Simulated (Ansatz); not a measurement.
# How many bands does the GW gap of AlH3 (Fd-3m) need?

Wanted: a G0W0 gap for AlH3 (Fd-3m) that is converged in bands and cutoff, or an estimate of the limit.

Program: Ansatz 0.2.0. Level of theory: G0W0 on LDA, plane waves, PAW. Results are calculated unless marked as measured.

## (1) Set-up

The structure is cubic, space group Fd-3m (No. 227). The conventional cell has a = 8.979 Å, b = 8.979 Å, c = 8.979 Å, α = 90.00°, β = 90.00°, γ = 90.00°. Nearest to Al lie 6 H at 1.71 Å. Nearest to H lie 2 Al at 1.71 Å. Farther neighbours are not listed.

The cell and positions are those that the Materials Project relaxed with its own functionals (PBE, PBE+U or r2SCAN), kept fixed. The default PAW set here is soft_2. Its files were made with PBE.

## (2) 136 empty bands, screening to 48 eV

Now the one-shot GW correction: screening in the RPA, then the self-energy of the levels asked for.

input.yaml

```yaml
crystal:
  lattice:
    - [0.0, 4.48935055, 4.48935055]
    - [4.48935055, 0.0, 4.48935055]
    - [4.48935055, 4.48935055, 0.0]
  atoms:
    - { symbol: Al, position: [0.625, 0.125, 0.125] }
    - { symbol: Al, position: [0.125, 0.625, 0.125] }
    - { symbol: Al, position: [0.125, 0.125, 0.625] }
    - { symbol: Al, position: [0.125, 0.125, 0.125] }
    - { symbol: H, position: [0.80509041, 0.80509041, 0.19490959] }
    - { symbol: H, position: [0.19490959, 0.19490959, 0.80509041] }
    - { symbol: H, position: [0.80509041, 0.19490959, 0.80509041] }
    - { symbol: H, position: [0.19490959, 0.80509041, 0.19490959] }
    - { symbol: H, position: [0.19490959, 0.80509041, 0.80509041] }
    - { symbol: H, position: [0.80509041, 0.19490959, 0.19490959] }
    - { symbol: H, position: [0.44490959, 0.44490959, 0.05509041] }
    - { symbol: H, position: [0.05509041, 0.05509041, 0.44490959] }
    - { symbol: H, position: [0.44490959, 0.05509041, 0.44490959] }
    - { symbol: H, position: [0.05509041, 0.44490959, 0.05509041] }
    - { symbol: H, position: [0.05509041, 0.44490959, 0.44490959] }
    - { symbol: H, position: [0.44490959, 0.05509041, 0.05509041] }
kpoints:
  mp_grid: { grid: [4, 4, 4] }
hamiltonian:
  xc: lda
scf:
  occupations: { method: fixed }
gw:
  n_empty_bands: 136
  ecut_chi: 48
  qp_bands: [v4, c4]
  qp_kpoints: band_edges
  screening: { model: contour_deformation }
```

Run with:

```console
ansatz run input.yaml --threads 3 --pin off --max-ram 92160MiB --backend cuda --events-out ev --progress --plain --runs-dir out --devices 1 --max-vram 13GiB
```

Numbers of over 12 decimals in the logs are rounded to 6 here.

What it wrote:

```text
GPUs: using 1 of 1 available (devices: 1).
Engine: ansatz 0.2.0, x86_64-unknown-linux-gnu
Pseudopotentials: kind: paw
Pseudopotential: Al, paw, valence charge 3, recommended cutoff 420 eV (normal), Al.paw.azcp
Pseudopotential: H, paw, valence charge 1, recommended cutoff 420 eV (normal), H.paw.azcp
Functional definition: SPW92
  exchange = slater_x
  correlation = pw_c
device memory: the entry about to start is reckoned to put 2.3 GiB on a device that reports 54.1 GiB free (of which the cap on the GPU budget leaves the run 13.0 GiB)
GPU FFT provider: cuFFT
GPU libraries: cuBLAS 13.8.2, cuFFT 12.4.0, cuSOLVER 12.3.4
Crystal: 16 atoms, lattice volume = 180.959 Å³
Basis set: ecut = 420 eV, 3527 PW (Γ)
Bands: 28, of which v1, the nominal top of the filled ones, is band 12 counted from 1 (11 counted from 0)
Symmetry: 48 space group operations
Space group: Fd-3m (ITA 227), of the structure as read, at distance tolerance 5.7e-5 Å
k-points: 8 of 64
Non-local potential: Al, projectors of the file, l = 0: 2, l = 1: 2, l = 2: 1
Non-local potential: H, projectors of the file, l = 0: 2, l = 1: 1
PAW form: soft (Blöchl's): semilocal exchange-correlation on the pseudo side does not see the compensation charge
PAW frozen core: Al, regenerated for the run's functional, and the local potential with it (the file was generated under x = pbe(κ = 0.804, μ = 0.219515), c = pbe(β = 0.066725))
PAW one-centre angular grid: Al, 110 points (default); XC on 64 Gauss nodes
PAW one-centre angular grid: H, 110 points (default); XC on 64 Gauss nodes
Initial density: superposition of atomic densities (neutral atoms: chi_scale 0, normalization atom), corrected by the library's trained network
Initial wavefunctions: pseudopotential atomic-orbital guess
GPU buffer pool allocated for 91125 grid points (all kernels)
GPU transforms: local potential and band sums: pruned to the plane-wave sphere, on 45×45×45
Functional: x = slater, c = lda
SCF iter   1: F=—  HF=-2238.994553 eV  |F-HF|=—  |Δ(HF+E_count)|=         —  Δρ=1.19e-2  dr2=1.81e-1  ethr=1.77e-3  ⟨swp⟩=5.1  Hψ=954  notcnv=0  defer=101
preconditioner: auto → none  [insulator: Δε(μ)=2.691 eV  Ē_g=10.708 eV  n_scr=14 (ndim 8)  ℏωp=13.5 eV  f_vac=0.153  ε∞_Penn≈2.6]
SCF iter   2: F=—  HF=-2238.936405 eV  |F-HF|=—  |Δ(HF+E_count)|=   5.81e-2  Δρ=3.79e-3  dr2=1.86e-2  ethr=7.53e-4  ⟨swp⟩=2.2  Hψ=326  notcnv=0  defer=109
SCF iter   3: F=—  HF=-2238.932106 eV  |F-HF|=—  |Δ(HF+E_count)|=   4.30e-3  Δρ=2.39e-4  dr2=8.60e-5  ethr=7.77e-5  ⟨swp⟩=2.6  Hψ=244  notcnv=0  defer=109
SCF iter   4: F=—  HF=-2238.932174 eV  |F-HF|=—  |Δ(HF+E_count)|=   6.83e-5  Δρ=7.03e-5  dr2=6.45e-6  ethr=3.58e-7  ⟨swp⟩=2.2  Hψ=255  notcnv=0  defer=105
iter 5 did not close the SCF: its close was put off for the readings that it lacked (scf_convergence_deferred on its scf_iter line)
SCF iter   5: F=-2238.932183 eV  HF=-2238.932183 eV  |F-HF|=1.21e-8  |Δ(HF+E_count)|=   8.72e-6  Δρ=4.65e-6  dr2=2.98e-8  ethr=2.69e-8  ⟨swp⟩=2.1  Hψ=210  notcnv=0  defer=105
SCF iter   6: F=-2238.932183 eV  HF=-2238.932183 eV  |F-HF|=1.24e-10  |Δ(HF+E_count)|=  3.14e-10  Δρ=5.11e-7  dr2=4.15e-10  ethr=1.24e-10  ⟨swp⟩=10.6  Hψ=1598  notcnv=0
SCF 1 converged in 6 iterations: F = -2238.932183 eV  dr2 = 4.15e-10
  greatest PAW one-centre occupation: 0.402 electrons in one spin orbital (limit 2), on the Al atom at site 3 (counted from 0), in its partial waves of l = 0
device memory: the entry about to start is reckoned to put 3.0 GiB on a device that reports 53.7 GiB free (of which the cap on the GPU budget leaves the run 13.0 GiB)
NSCF: frozen V_eff on 8 k-points
the band table was solved once the SCF had ended and its energy, with any forces and stress, was formed, with the checks that follow a solve (1073 applications of the Hamiltonian). They found nothing against the state; the energy, forces and stress were not computed again (output.eigenvalues in the input reference)
device memory: the entry about to start is reckoned to put 3.9 GiB on a device that reports 53.7 GiB free (of which the cap on the GPU budget leaves the run 13.0 GiB)
NSCF: frozen V_eff on 8 k-points
G₀W₀ screening: q 1/8
[... further progress lines ...]
device memory: the entry about to start is reckoned to put 0.5 GiB on a device that reports 50.0 GiB free (of which the cap on the GPU budget leaves the run 13.0 GiB)
NSCF: frozen V_eff on 1 k-points
SCF converged after 6 iterations
Free energy (F): -2238.932183 eV
Harris-Foulkes:  -2238.932183 eV  (|F-HF|=1.24e-10)
Internal energy: -2238.932183 eV  (E = F + TS)
E sigma→0 (E₀):  -2238.932183 eV
Fermi energy:    -0.147301 eV
--- Per-component energies (eV) ---
  E_band       = -98.833651
  E_kinetic    = 262.061517
  E_local      = -405.152321  (includes V_loc(G=0)·N_el)
  E_nonlocal   = 58.936682
  E_hartree    = 132.671479
  E_xc         = -263.935538
  E_vxc        = -256.465387  (∫ρ·V_xc dr)
  E_paw        = -1779.057659  (= ΣΔE_a)
  E_vpaw       = -23.541996  (= ΣTr[D̂ρ^β])
  E_aug_tail   = -0.015109  (compensation charges beyond the density's cutoff)
  E_ewald      = -244.664101
  E_core_change = 0.222866  (= ΣΔE_core)
  E_smearing   = -0.000000  (= −TS)
  E_closure    = 0.000000  (closes the sum)
  Σ components = -2238.932183   (vs F -2238.932183, Δ=0.00e0)
--- Band table (eV; the first three rows and the last of 8) ---
  k-point 0: bands = [... 8 lower, -3.7129, -3.7129, -0.1473, -0.1473, 2.9238, 4.3709, 4.3709, 4.3709, ... 12 higher]
  k-point 1: bands = [... 8 lower, -3.2479, -2.9487, -0.6356, -0.6356, 3.4887, 3.9614, 4.7897, 4.9395, ... 12 higher]
  k-point 2: bands = [... 8 lower, -2.3337, -1.9220, -1.5073, -1.5073, 3.0893, 3.8688, 4.8745, 4.8745, ... 12 higher]
  k-point 7: bands = [... 8 lower, -2.0786, -2.0786, -1.3258, -1.3258, 3.0357, 3.0357, 4.7453, 4.7453, ... 12 higher]
--- G₀W₀: contour deformation, 5 samples at zero and on the imaginary axis and 2 off it, 64 q-points, 136 empty bands' worth ---
  eigenvalues of the whole cell's RPA ε∞ on this k-mesh (on a slab, of 1 + 4πα/V) = 3.4799, 3.4799, 3.4799; static W/v taken at q = 0 is 0.287361
  gw.qp_kpoints: band_edges: 8 of 8 stored k-points solved, in 1 pass; an edge of the gap read off the rows below is read off those points alone
    ik  band        ε_KS         Σx   Σc(E_QP)       V_xc       Z   E_QP_lin       E_QP  E_QP is
     0     9     -3.7129   -16.3723     3.4914   -11.7928  0.7346    -4.8325    -4.8010  root
     0    10     -3.7129   -16.3723     3.4914   -11.7928  0.7346    -4.8325    -4.8010  root
     0    11     -0.1473   -15.5426     2.3645   -12.2736  0.7830    -1.0629    -1.0518  root
     0    12     -0.1473   -15.5426     2.3645   -12.2736  0.7830    -1.0629    -1.0518  root
     0    13      2.9238    -2.9882    -3.3060    -7.0671  0.8222     3.7039     3.6966  root
     0    14      4.3709    -3.4829    -3.5224    -7.9061  0.8094     5.2833     5.2716  root
     0    15      4.3709    -3.4829    -3.5224    -7.9061  0.8094     5.2833     5.2716  root
     0    16      4.3709    -3.4829    -3.5224    -7.9061  0.8094     5.2833     5.2716  root
     1     9     -3.2479   -16.0450     3.2195   -11.7952  0.7419    -4.3053    -4.2782  root
     1    10     -2.9487   -15.7604     2.9195   -11.8899  0.7499    -3.9209    -3.8997  root
     1    11     -0.6356   -15.4899     2.4201   -12.1565  0.7782    -1.5610    -1.5488  root
     1    12     -0.6356   -15.4899     2.4201   -12.1565  0.7782    -1.5610    -1.5488  root
     1    13      3.4887    -3.1689    -3.4053    -7.3923  0.8171     4.3156     4.3069  root
     1    14      3.9614    -4.2524    -3.3590    -8.5165  0.8101     4.8778     4.8665  root
     1    15      4.7897    -4.8928    -3.7671    -9.7525  0.7953     5.9031     5.8823  root
     1    16      4.9395    -4.7189    -3.6431    -9.3945  0.7962     5.9902     5.9719  root
     2     9     -2.3337   -15.8780     2.9174   -11.9514  0.7574    -3.3639    -3.3430  root
     2    10     -1.9220   -15.6651     2.6645   -12.0426  0.7662    -2.8963    -2.8799  root
     2    11     -1.5073   -15.3917     2.5352   -11.9422  0.7683    -2.4358    -2.4215  root
     2    12     -1.5073   -15.3917     2.5352   -11.9422  0.7683    -2.4358    -2.4215  root
     2    13      3.0893    -6.2155    -3.4778   -10.8592  0.8015     4.2731     4.2553  root
     2    14      3.8688    -2.6940    -3.3789    -6.8455  0.8203     4.6491     4.6413  root
     2    15      4.8745    -7.3787    -3.7240   -12.3659  0.7787     6.1694     6.1377  root
     2    16      4.8745    -7.3787    -3.7240   -12.3659  0.7787     6.1694     6.1377  root
[...]
7     9     -2.0786   -15.7638     2.8144   -11.9605  0.7604    -3.0865    -3.0675  root
     7    10     -2.0786   -15.7638     2.8144   -11.9605  0.7604    -3.0865    -3.0675  root
     7    11     -1.3258   -15.4885     2.5060   -12.0555  0.7730    -2.2664    -2.2528  root
     7    12     -1.3258   -15.4885     2.5060   -12.0555  0.7730    -2.2664    -2.2528  root
     7    13      3.0357    -7.1079    -3.3611   -11.6574  0.7971     4.2423     4.2241  root
     7    14      3.0357    -7.1079    -3.3611   -11.6574  0.7971     4.2423     4.2241  root
     7    15      4.7453    -5.6042    -3.9500   -10.7629  0.7868     5.9801     5.9541  root
     7    16      4.7453    -5.6042    -3.9500   -10.7629  0.7868     5.9801     5.9541  root
```

Run time: 11 s. Hardware: 1 × NVIDIA H100 80GB HBM3 (shared by 6 runs) with 3 threads of AMD EPYC 7R13 (Zen 3), shared host; peak memory 1.1 GiB.

Reading the cycles: dr2 is the Hartree energy of the density residual (eV), the measure of convergence; HF is the Harris–Foulkes estimate of the energy, which meets the free energy F at convergence.

Numbers from this step:

```yaml
bands_summed: 148
rpa_eps_infinity_on_this_mesh_eigenvalues: 3.480, 3.480, 3.480
plane_waves_in_the_screening_matrix: 137
q_points_in_the_mesh: 64
g0w0_gap_on_the_mesh: 4.748 eV
k_of_the_valence_top: 0, 0, 0
k_of_the_conduction_bottom: 0, 0, 0
starting_gap_on_the_mesh: 2.848 eV
z_at_the_valence_top: 0.7830
z_at_the_conduction_bottom: 0.8222
least_direct_g0w0_gap_on_the_computed_points: 4.748 eV
```

The gap on the mesh goes from 2.85 eV to 4.75 eV, a correction of +1.90 eV, though a band edge has moved to another state.

## (3) 386 empty bands, screening to 96 eV

Another rung: the empty bands reach about as high as the screening cutoff, so the two stay in balance.

input.yaml: that of step 2 with these lines changed.

```diff
@@ -29,4 +29,4 @@
 gw:
-  n_empty_bands: 136
-  ecut_chi: 48
+  n_empty_bands: 386
+  ecut_chi: 96
   qp_bands: [v4, c4]
```

What it wrote:

```text
GPUs: using 1 of 1 available (devices: 1).
[...]
GPU FFT provider: cuFFT
GPU libraries: cuBLAS 13.8.2, cuFFT 12.4.0, cuSOLVER 12.3.4
Crystal: 16 atoms, lattice volume = 180.959 Å³
Basis set: ecut = 420 eV, 3527 PW (Γ)
Bands: 28, of which v1, the nominal top of the filled ones, is band 12 counted from 1 (11 counted from 0)
Symmetry: 48 space group operations
[...]
k-points: 8 of 64
[...]
GPU buffer pool allocated for 91125 grid points (all kernels)
[...]
SCF iter   1: F=—  HF=-2238.994553 eV  |F-HF|=—  |Δ(HF+E_count)|=         —  Δρ=1.19e-2  dr2=1.81e-1  ethr=1.77e-3  ⟨swp⟩=5.1  Hψ=954  notcnv=0  defer=101
[...]
SCF iter   6: F=-2238.932183 eV  HF=-2238.932183 eV  |F-HF|=1.24e-10  |Δ(HF+E_count)|=  3.14e-10  Δρ=5.11e-7  dr2=4.15e-10  ethr=1.24e-10  ⟨swp⟩=10.6  Hψ=1598  notcnv=0
SCF 1 converged in 6 iterations: F = -2238.932183 eV  dr2 = 4.15e-10
[...]
NSCF: frozen V_eff on 8 k-points
[...]
G₀W₀ screening: q 1/8
[... further progress lines ...]
[...]
SCF converged after 6 iterations
Free energy (F): -2238.932183 eV
[...]
Internal energy: -2238.932183 eV  (E = F + TS)
E sigma→0 (E₀):  -2238.932183 eV
Fermi energy:    -0.147301 eV
[...]
--- Band table (eV; the first three rows and the last of 8) ---
  k-point 0: bands = [... 8 lower, -3.7129, -3.7129, -0.1473, -0.1473, 2.9238, 4.3709, 4.3709, 4.3709, ... 12 higher]
  k-point 1: bands = [... 8 lower, -3.2479, -2.9487, -0.6356, -0.6356, 3.4887, 3.9614, 4.7897, 4.9395, ... 12 higher]
  k-point 2: bands = [... 8 lower, -2.3337, -1.9220, -1.5073, -1.5073, 3.0893, 3.8688, 4.8745, 4.8745, ... 12 higher]
  k-point 7: bands = [... 8 lower, -2.0786, -2.0786, -1.3258, -1.3258, 3.0357, 3.0357, 4.7453, 4.7453, ... 12 higher]
[...]
bands read: the sum over 398 bands ends inside a degenerate multiplet in 2 slots, whose members it reads at an even weight; the widest, k=0: bands 398 to 400 (counted from 1) at 1/3 each
[...]
0     9     -3.7129   -16.3723     3.2259   -11.7928  0.7293    -5.1175    -5.0665  root
     0    10     -3.7129   -16.3723     3.2259   -11.7928  0.7293    -5.1175    -5.0665  root
     0    11     -0.1473   -15.5426     1.9713   -12.2736  0.7733    -1.4686    -1.4451  root
     0    12     -0.1473   -15.5426     1.9713   -12.2736  0.7733    -1.4686    -1.4451  root
     0    13      2.9238    -2.9882    -3.3941    -7.0671  0.8223     3.6142     3.6086  root
     0    14      4.3709    -3.4829    -3.6370    -7.9061  0.8090     5.1657     5.1570  root
     0    15      4.3709    -3.4829    -3.6370    -7.9061  0.8090     5.1657     5.1570  root
     0    16      4.3709    -3.4829    -3.6370    -7.9061  0.8090     5.1657     5.1570  root
[...]
7    13      3.0357    -7.1079    -3.5536   -11.6574  0.7954     4.0439     4.0316  root
     7    14      3.0357    -7.1079    -3.5536   -11.6574  0.7954     4.0439     4.0316  root
     7    15      4.7453    -5.6042    -4.1207   -10.7629  0.7863     5.8020     5.7833  root
     7    16      4.7453    -5.6042    -4.1207   -10.7629  0.7863     5.8020     5.7833  root
```

It took 15 s on 1 × NVIDIA H100 80GB HBM3 (shared by 6 runs) with 3 threads; peak memory 1.5 GiB; 20 s of CPU time.

This step gave:

| Quantity | Value |
| --- | --- |
| bands summed | 398 |
| RPA ε∞ on this mesh (eigenvalues) | 3.436, 3.436, 3.436 |
| plane waves in the screening matrix | 387 |
| q-points in the mesh | 64 |
| G0W0 gap on the mesh | 5.054 eV |
| k of the valence top | 0, 0, 0 |
| k of the conduction bottom | 0, 0, 0 |
| starting gap on the mesh | 2.848 eV |
| Z at the valence top | 0.7733 |
| Z at the conduction bottom | 0.8223 |
| least direct G0W0 gap on the computed points | 5.054 eV |

Against the run with 4×4×4 mesh, 136 empty bands, screening to 48 eV, the gap moves by +0.31 eV.

## (4) 831 empty bands, screening to 160 eV

input.yaml: that of step 3 with these lines changed.

```diff
@@ -29,4 +29,4 @@
 gw:
-  n_empty_bands: 386
-  ecut_chi: 96
+  n_empty_bands: 831
+  ecut_chi: 160.0
   qp_bands: [v4, c4]
```

What it wrote:

```text
GPUs: using 1 of 1 available (devices: 1).
[...]
GPU FFT provider: cuFFT
GPU libraries: cuBLAS 13.8.2, cuFFT 12.4.0, cuSOLVER 12.3.4
Crystal: 16 atoms, lattice volume = 180.959 Å³
Basis set: ecut = 420 eV, 3527 PW (Γ)
Bands: 28, of which v1, the nominal top of the filled ones, is band 12 counted from 1 (11 counted from 0)
Symmetry: 48 space group operations
[...]
k-points: 8 of 64
[...]
0    16      4.3709    -3.4829    -3.6855    -7.9061  0.8088     5.1161     5.1085  root
[...]
7    13      3.0357    -7.1079    -3.6408   -11.6574  0.7949     3.9546     3.9444  root
     7    14      3.0357    -7.1079    -3.6408   -11.6574  0.7949     3.9546     3.9444  root
     7    15      4.7453    -5.6042    -4.1937   -10.7629  0.7860     5.7263     5.7103  root
     7    16      4.7453    -5.6042    -4.1937   -10.7629  0.7860     5.7263     5.7103  root
[key lines of the parts left out:]
SCF converged after 6 iterations
Free energy (F): -2238.932183 eV
Fermi energy:    -0.147301 eV
```

Elapsed: 50 s, on 1 × NVIDIA H100 80GB HBM3 (shared by 6 runs) with 3 threads; peak memory 2.5 GiB; 66 s of CPU time.

Numbers from this step:

| Quantity | Value |
| --- | --- |
| bands summed | 843 |
| RPA ε∞ on this mesh (eigenvalues) | 3.436, 3.436, 3.436 |
| plane waves in the screening matrix | 869 |
| G0W0 gap on the mesh | 5.214 eV |
| k of the valence top | 0, 0, 0 |
| k of the conduction bottom | 0, 0, 0 |
| starting gap on the mesh | 2.848 eV |
| least direct G0W0 gap on the computed points | 5.214 eV |

Against the run with 4×4×4 mesh, 386 empty bands, screening to 96 eV, the gap moves by +0.16 eV.

## (5) Changing the k mesh: 2×2×2 mesh, 386 empty bands, screening to 96 eV

Only the mesh changes. It samples the long-range screening, which converges on its own terms. Bands and cutoff differ from the step before, so it is read against an earlier run that matches them.

input.yaml: that of step 4 with these lines changed.

```diff
@@ -23,3 +23,3 @@
 kpoints:
-  mp_grid: { grid: [4, 4, 4] }
+  mp_grid: { grid: [2, 2, 2] }
 hamiltonian:
@@ -29,4 +29,4 @@
 gw:
-  n_empty_bands: 831
-  ecut_chi: 160.0
+  n_empty_bands: 386
+  ecut_chi: 96
   qp_bands: [v4, c4]
```

What it wrote:

```text
GPUs: using 1 of 1 available (devices: 1).
[...]
GPU FFT provider: cuFFT
GPU libraries: cuBLAS 13.8.2, cuFFT 12.4.0, cuSOLVER 12.3.4
Crystal: 16 atoms, lattice volume = 180.959 Å³
Basis set: ecut = 420 eV, 3527 PW (Γ)
Bands: 28, of which v1, the nominal top of the filled ones, is band 12 counted from 1 (11 counted from 0)
Symmetry: 48 space group operations
[...]
k-points: 3 of 8
[...]
0    16      4.3736    -3.4319    -3.7242    -7.9035  0.8027     5.1297     5.1210  root
[...]
2    13      2.7031    -6.8681    -3.7510   -11.6637  0.7897     3.7632     3.7477  root
     2    14      2.7031    -6.8681    -3.7510   -11.6637  0.7897     3.7632     3.7477  root
     2    15      5.3840    -4.1164    -3.9398    -8.8248  0.7890     6.1621     6.1526  root
     2    16      5.3840    -4.1164    -3.9398    -8.8248  0.7890     6.1621     6.1526  root
[key lines of the parts left out:]
SCF converged after 6 iterations
Free energy (F): -2238.891523 eV
Fermi energy:    -0.140861 eV
```

It took 8.4 s on 1 × NVIDIA H100 80GB HBM3 (shared by 6 runs) with 3 threads; peak memory 1.2 GiB.

This step gave:

| Item | Value |
| --- | --- |
| bands summed | 398 |
| RPA ε∞ on this mesh (eigenvalues) | 3.659, 3.659, 3.659 |
| plane waves in the screening matrix | 387 |
| G0W0 gap on the mesh | 5.008 eV |
| k of the valence top | 0, 0, 0 |
| k of the conduction bottom | 0, 0, 0 |
| starting gap on the mesh | 2.844 eV |
| least direct G0W0 gap on the computed points | 5.008 eV |

Against the run with 4×4×4 mesh, 386 empty bands, screening to 96 eV, the gap moves by −0.05 eV.

(Part 1 of 2 ends here.)

[Paths, hosts, dates, memory and timing lines, banners, echoed tables and standing remarks are left out of the program output.]

[Logs are printed without paths, hosts, clocks, repeated set-up lines and the standing remarks that a program may print on its own settings, such as how far it seeks lower states.]

[Runs of the session that timed out or met a known fault of the program may be left out.]

[Cells called generated may have been cut or substituted from an entry of the Crystallography Open Database or the Materials Project.]

[Hosts, paths, dates, database ids (printed as entryN), source tags and the programs' standing remarks are cut or masked in the printed files.]
